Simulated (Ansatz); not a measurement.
# Work function of Ir(111): what the settings cost and change

Aim: the work function of Ir(111) against thickness and vacuum, with the cost.

Program: Ansatz 0.2.0. Level of theory: plane-wave DFT, PBE, Ansatz PAW. Values are calculated unless marked as measured.

**Measured values to reproduce.**

For Ir (clean (111) face, a compiled value), “Anisotropic work function of elemental crystals” (2019, arxiv:1902.07811) quotes earlier work: work function (clean (111) face, a compiled value) 5.78 eV.

This is a report of a sequence of runs, with the program logs left out and the cost of each run kept.

### Step 1. The starting structure

The cell holds 1 atom: 1 Ir. Its edges and angles: a = 2.715 Å, b = 2.715 Å, c = 18.000 Å, α = 90.0°, β = 90.0°, γ = 60.0°. Vacuum lies along c.

### Step 2. Run, setting 1 layer

A work function rests on the faint tail of the density, so the SCF threshold is tight. The slab grows from one layer, at fixed mesh and 18 Å of vacuum; then the vacuum is varied on one slab.

File input.yaml:

```yaml
crystal:
  lattice:
    - [2.7152900398, 0.0, 0.0]
    - [1.3576450199, 2.3515101531, 0.0]
    - [0.0, 0.0, 18.0]
  atoms:
    - { symbol: Ir, position: [0.6666666667, 0.6666666667, 0.5] }
kpoints:
  mp_grid: { grid: [17, 17, 1] }
hamiltonian:
  xc: pbe
scf:
  occupations: { method: fermi_dirac, width: 0.1 }
  convergence: { dr2_threshold: 1.0e-09 }
efield:
  axis: 3
  dipole_correction: true
  ramp_position: 0.97
  ramp_width: 0.06
output:
  write_potential: true
  write_density: true
  volumetric_format: npy
  elf: true
```

Launch:

```
$ ansatz run input.yaml --threads 2 --pin off --max-ram 3072MiB --backend cpu --events-out ev --progress --plain --runs-dir out
```

It took 3.6 s on 2 threads of AMD EPYC 7R43, shared host; peak memory 0.43 GiB.

Read from the output:

| Quantity | Value |
| --- | --- |
| energy at zero smearing | -11933.3341 eV |
| work function, upper face | 6.422 eV |

Running mean over 2.217 Å of the planar mean; the ramp of the sawtooth is left out. The electron's electrostatic potential energy less the Fermi level by z:

```
z (Å)  electron's electrostatic potential energy less the Fermi level (eV)
 2.88                                                                 6.42
 3.17                                                                 6.42
 3.60                                                                 6.42
 3.89                                                                 6.42
 4.18                                                                 6.42
 4.46                                                                 6.42
 4.90                                                                 6.42
 5.18                                                                 6.42
 5.47                                                                 6.41
 5.90                                                                 6.38
 6.19                                                                 6.32
 6.48                                                                 6.17
 6.91                                                                 5.53
 7.20                                                                 4.30
 7.49                                                                 1.84
 7.78                                                                -1.70
 8.21                                                                -7.36
 8.50                                                                -10.1
 8.78                                                                -11.5
 9.22                                                                -11.5
 9.50                                                                -10.1
 9.79                                                                -7.36
10.22                                                                -1.70
10.51                                                                 1.84
10.80                                                                 4.30
11.09                                                                 5.53
11.52                                                                 6.17
11.81                                                                 6.32
12.10                                                                 6.38
12.53                                                                 6.41
12.82                                                                 6.42
13.10                                                                 6.42
13.54                                                                 6.42
13.82                                                                 6.42
14.11                                                                 6.42
14.40                                                                 6.42
14.83                                                                 6.42
15.12                                                                 6.42
```

Electrostatic potential energy in the ca plane at fractional y = 0.667, with atoms of Ir within 0.2 Å of it. With pseudopotentials it is smooth inside the atoms' cores, unlike the true potential.

Ten even steps from '0' (-49 eV) to '9' (4 eV), each cell a mean:
```
99999999999999999998510379999999999999999999
99999999999999999998200069999999999999999999
99999999999999999997100059999999999999999999
99999999999999999998300069999999999999999999
99999999999999999999621489999999999999999999
99999999999999999999876799999999999999999999
99999999999999999999988899999999999999999999
99999999999999999999866789999999999999999999
```
Columns run along c (18.0 Å; values clipped at the 3rd and 97th percentile), rows up along a (2.7 Å). Atoms in or near the plane, at fractional coordinates: Ir at (0.50, 0.67).

ELF in the ca plane at fractional y = 0.667, with atoms of Ir within 0.2 Å of it. It is the smooth field of the valence electrons, not physical close to the nuclei.

Values, 5 rows by 16 columns, each cell a mean:
```
0.00 0.00 0.00 0.00 0.00 0.02 0.21 0.47 0.52 0.26 0.03 0.00 0.00 0.00 0.00 0.00
0.00 0.00 0.00 0.00 0.00 0.02 0.28 0.57 0.57 0.34 0.04 0.00 0.00 0.00 0.00 0.00
0.00 0.00 0.00 0.00 0.00 0.02 0.21 0.46 0.51 0.25 0.03 0.00 0.00 0.00 0.00 0.00
0.00 0.00 0.00 0.00 0.00 0.01 0.12 0.30 0.31 0.16 0.01 0.00 0.00 0.00 0.00 0.00
0.00 0.00 0.00 0.00 0.00 0.01 0.12 0.30 0.31 0.16 0.01 0.00 0.00 0.00 0.00 0.00
```
Columns run along c (18.0 Å), rows up along a (2.7 Å). Atoms in or near the plane, at fractional coordinates: Ir at (0.50, 0.67).

Valence density in the ca plane at fractional y = 0.667, with atoms of Ir within 0.2 Å of it. It is the smooth field of the valence electrons, not physical close to the nuclei.

Ten steps, logarithmic in the rise over the least value, from '0' (0.0 e/Å³) to '9' (8.9 e/Å³), each cell a mean:
```
00000000000000000012578642000000000000000000
00000000000000000013799852000000000000000000
00000000000000000014799962100000000000000000
00000000000000000013799852000000000000000000
00000000000000000012477631000000000000000000
00000000000000000001344321000000000000000000
00000000000000000001233321000000000000000000
00000000000000000002345421000000000000000000
```
Columns run along c (18.0 Å), rows up along a (2.7 Å). Atoms in or near the plane, at fractional coordinates: Ir at (0.50, 0.67).

The work function is 6.422 eV.

### Step 3. Slab, 2 atoms

System of this step: Ir(111). The cell holds 2 atoms: 2 Ir. Cell: a = 2.715 Å, b = 2.715 Å, c = 20.217 Å, α = 90.0°, β = 90.0°, γ = 60.0°. Vacuum lies along c.

input.yaml, the sections that differ from step 2:

```yaml
crystal:
  lattice:
    - [2.7152900398, 0.0, 0.0]
    - [1.3576450199, 2.3515101531, 0.0]
    - [0.0, 0.0, 20.2170250337]
  atoms:
    - { symbol: Ir, position: [0.6666666667, 0.6666666667, 0.4451693553] }
    - { symbol: Ir, position: [0.0, 0.0, 0.5548306447] }
output:
  write_potential: true
  write_density: true
  volumetric_format: npy
# kpoints, hamiltonian, scf, efield: as in step 2
```

Elapsed: 9 s, on 2 threads; peak memory 0.45 GiB; 17 s of CPU time.

The work function is 5.418 eV, -1.004 eV from the run “1 layer”, at 2.6 times its CPU time.

### Step 4. Run, 3 atoms

System of this step: Ir(111). The cell holds 3 atoms: 3 Ir. Its edges and angles: a = 2.715 Å, b = 2.715 Å, c = 22.434 Å, α = 90.0°, β = 90.0°, γ = 60.0°. Vacuum lies along c.

input.yaml, the sections that differ from step 3:

```yaml
crystal:
  lattice:
    - [2.7152900398, 0.0, 0.0]
    - [1.3576450199, 2.3515101531, 0.0]
    - [0.0, 0.0, 22.4340500674]
  atoms:
    - { symbol: Ir, position: [0.3333333333, 0.3333333333, 0.4011758899] }
    - { symbol: Ir, position: [0.6666666667, 0.6666666667, 0.5] }
    - { symbol: Ir, position: [0.0, 0.0, 0.5988241101] }
# kpoints, hamiltonian, scf, efield, output: as in step 3
```

Wall time 15 s (2 threads); peak memory 0.51 GiB; 29 s of CPU time.

The work function is 5.412 eV, -0.006 eV from the run “2 layers”, at 1.7 times its CPU time.

### Step 5. Slab, 4 atoms

System of this step: Ir(111). The cell holds 4 atoms: 4 Ir. Its edges and angles: a = 2.715 Å, b = 2.715 Å, c = 24.651 Å, α = 90.0°, β = 90.0°, γ = 60.0°. Vacuum lies along c.

input.yaml, the sections that differ from step 4:

```yaml
crystal:
  lattice:
    - [2.7152900398, 0.0, 0.0]
    - [1.3576450199, 2.3515101531, 0.0]
    - [0.0, 0.0, 24.6510751011]
  atoms:
    - { symbol: Ir, position: [0.0, 0.0, 0.3650956383] }
    - { symbol: Ir, position: [0.3333333333, 0.3333333333, 0.4550318794] }
    - { symbol: Ir, position: [0.6666666667, 0.6666666667, 0.5449681206] }
    - { symbol: Ir, position: [0.0, 0.0, 0.6349043617] }
# kpoints, hamiltonian, scf, efield, output: as in step 4
```

The job ended after 18 s (2 threads; peak memory 0.53 GiB; 34 s of CPU time).

The work function is 5.509 eV, +0.097 eV from the run “3 layers”, at 1.2 times its CPU time.

### Step 6. Slab, 5 atoms

System of this step: Ir(111). The cell holds 5 atoms: 5 Ir. Its edges and angles: a = 2.715 Å, b = 2.715 Å, c = 26.868 Å, α = 90.0°, β = 90.0°, γ = 60.0°. Vacuum lies along c.

input.yaml, the sections that differ from step 5:

```yaml
crystal:
  lattice:
    - [2.7152900398, 0.0, 0.0]
    - [1.3576450199, 2.3515101531, 0.0]
    - [0.0, 0.0, 26.8681001348]
  atoms:
    - { symbol: Ir, position: [0.6666666667, 0.6666666667, 0.3349697208] }
    - { symbol: Ir, position: [0.0, 0.0, 0.4174848604] }
    - { symbol: Ir, position: [0.3333333333, 0.3333333333, 0.5] }
    - { symbol: Ir, position: [0.6666666667, 0.6666666667, 0.5825151396] }
    - { symbol: Ir, position: [0.0, 0.0, 0.6650302792] }
# kpoints, hamiltonian, scf, efield, output: as in step 5
```

Run time: 26 s. Hardware: 2 threads; peak memory 0.6 GiB; 50 s of CPU time.

The work function is 5.531 eV, +0.022 eV from the run “4 layers”, at 1.5 times its CPU time.

### Step 7. Slab, 6 atoms

System of this step: Ir(111). The cell holds 6 atoms: 6 Ir. Cell: a = 2.715 Å, b = 2.715 Å, c = 29.085 Å, α = 90.0°, β = 90.0°, γ = 60.0°. Vacuum lies along c.

input.yaml, the sections that differ from step 6:

```yaml
crystal:
  lattice:
    - [2.7152900398, 0.0, 0.0]
    - [1.3576450199, 2.3515101531, 0.0]
    - [0.0, 0.0, 29.0851251684]
  atoms:
    - { symbol: Ir, position: [0.3333333333, 0.3333333333, 0.3094365229] }
    - { symbol: Ir, position: [0.6666666667, 0.6666666667, 0.3856619137] }
    - { symbol: Ir, position: [0.0, 0.0, 0.4618873046] }
    - { symbol: Ir, position: [0.3333333333, 0.3333333333, 0.5381126954] }
    - { symbol: Ir, position: [0.6666666667, 0.6666666667, 0.6143380863] }
    - { symbol: Ir, position: [0.0, 0.0, 0.6905634771] }
# kpoints, hamiltonian, scf, efield, output: as in step 6
```

It took 32 s on 2 threads; peak memory 0.71 GiB.

The work function is 5.506 eV, -0.026 eV from the run “5 layers”, at 1.2 times its CPU time.

### Step 8. Slab, 8 atoms

System of this step: Ir(111). The cell holds 8 atoms: 8 Ir. Cell: a = 2.715 Å, b = 2.715 Å, c = 33.519 Å, α = 90.0°, β = 90.0°, γ = 60.0°. Vacuum lies along c.

input.yaml, the sections that differ from step 7:

```yaml
crystal:
  lattice:
    - [2.7152900398, 0.0, 0.0]
    - [1.3576450199, 2.3515101531, 0.0]
    - [0.0, 0.0, 33.5191752358]
  atoms:
    - { symbol: Ir, position: [0.6666666667, 0.6666666667, 0.2685030266] }
    - { symbol: Ir, position: [0.0, 0.0, 0.334645019] }
    - { symbol: Ir, position: [0.3333333333, 0.3333333333, 0.4007870114] }
    - { symbol: Ir, position: [0.6666666667, 0.6666666667, 0.4669290038] }
    - { symbol: Ir, position: [0.0, 0.0, 0.5330709962] }
    - { symbol: Ir, position: [0.3333333333, 0.3333333333, 0.5992129886] }
    - { symbol: Ir, position: [0.6666666667, 0.6666666667, 0.665354981] }
    - { symbol: Ir, position: [0.0, 0.0, 0.7314969734] }
# kpoints, hamiltonian, scf, efield, output: as in step 7
```

It took 55 s on 2 threads; peak memory 0.91 GiB; 1.8 min of CPU time.

The work function is 5.519 eV, +0.014 eV from the run “6 layers”, at 1.8 times its CPU time.

### Step 9. Slab, 10 atoms

System of this step: Ir(111). The cell holds 10 atoms: 10 Ir. Cell: a = 2.715 Å, b = 2.715 Å, c = 37.953 Å, α = 90.0°, β = 90.0°, γ = 60.0°. Vacuum lies along c.

input.yaml, the sections that differ from step 8:

```yaml
crystal:
  lattice:
    - [2.7152900398, 0.0, 0.0]
    - [1.3576450199, 2.3515101531, 0.0]
    - [0.0, 0.0, 37.9532253032]
  atoms:
    - { symbol: Ir, position: [0.0, 0.0, 0.2371339966] }
    - { symbol: Ir, position: [0.3333333333, 0.3333333333, 0.295548664] }
    - { symbol: Ir, position: [0.6666666667, 0.6666666667, 0.3539633314] }
    - { symbol: Ir, position: [0.0, 0.0, 0.4123779989] }
    - { symbol: Ir, position: [0.3333333333, 0.3333333333, 0.4707926663] }
    - { symbol: Ir, position: [0.6666666667, 0.6666666667, 0.5292073337] }
    - { symbol: Ir, position: [0.0, 0.0, 0.5876220011] }
    - { symbol: Ir, position: [0.3333333333, 0.3333333333, 0.6460366686] }
    - { symbol: Ir, position: [0.6666666667, 0.6666666667, 0.704451336] }
    - { symbol: Ir, position: [0.0, 0.0, 0.7628660034] }
# kpoints, hamiltonian, scf, efield, output: as in step 8
```

It took 80 s on 2 threads; peak memory 1.1 GiB.

The work function is 5.513 eV, -0.007 eV from the run “8 layers”, at 1.5 times its CPU time.

### Step 10. Run, 13 atoms

System of this step: Ir(111). The cell holds 13 atoms: 13 Ir. Its edges and angles: a = 2.715 Å, b = 2.715 Å, c = 44.604 Å, α = 90.0°, β = 90.0°, γ = 60.0°. Vacuum lies along c.

input.yaml, the sections that differ from step 9:

```yaml
crystal:
  lattice:
    - [2.7152900398, 0.0, 0.0]
    - [1.3576450199, 2.3515101531, 0.0]
    - [0.0, 0.0, 44.6043004043]
  atoms:
    - { symbol: Ir, position: [0.0, 0.0, 0.2017742666] }
    - { symbol: Ir, position: [0.3333333333, 0.3333333333, 0.2514785555] }
    - { symbol: Ir, position: [0.6666666667, 0.6666666667, 0.3011828444] }
    - { symbol: Ir, position: [0.0, 0.0, 0.3508871333] }
    - { symbol: Ir, position: [0.3333333333, 0.3333333333, 0.4005914222] }
    - { symbol: Ir, position: [0.6666666667, 0.6666666667, 0.4502957111] }
    - { symbol: Ir, position: [0.0, 0.0, 0.5] }
    - { symbol: Ir, position: [0.3333333333, 0.3333333333, 0.5497042889] }
    - { symbol: Ir, position: [0.6666666667, 0.6666666667, 0.5994085778] }
    - { symbol: Ir, position: [0.0, 0.0, 0.6491128667] }
    - { symbol: Ir, position: [0.3333333333, 0.3333333333, 0.6988171556] }
    - { symbol: Ir, position: [0.6666666667, 0.6666666667, 0.7485214445] }
    - { symbol: Ir, position: [0.0, 0.0, 0.7982257334] }
# kpoints, hamiltonian, scf, efield, output: as in step 9
```

Elapsed: 2.4 min, on 2 threads; peak memory 1.6 GiB.

The work function is 5.517 eV, +0.004 eV from the run “10 layers”, at 1.8 times its CPU time.

(Part 1 of 2 ends here.)

[Long decimals in the printed logs are rounded to 6 places.]

[Logs are printed without paths, hosts, clocks, repeated set-up lines and the standing remarks that a program may print on its own settings, such as how far it seeks lower states.]

[Hosts, paths, dates, database ids (printed as entryN), source tags and the programs' standing remarks are cut or masked in the printed files.]

[Maps of the electrostatic potential energy from Ansatz leave out the sawtooth potential of an applied field or a dipole correction, so their vacuum need not be flat; planar profiles and work functions include it.]
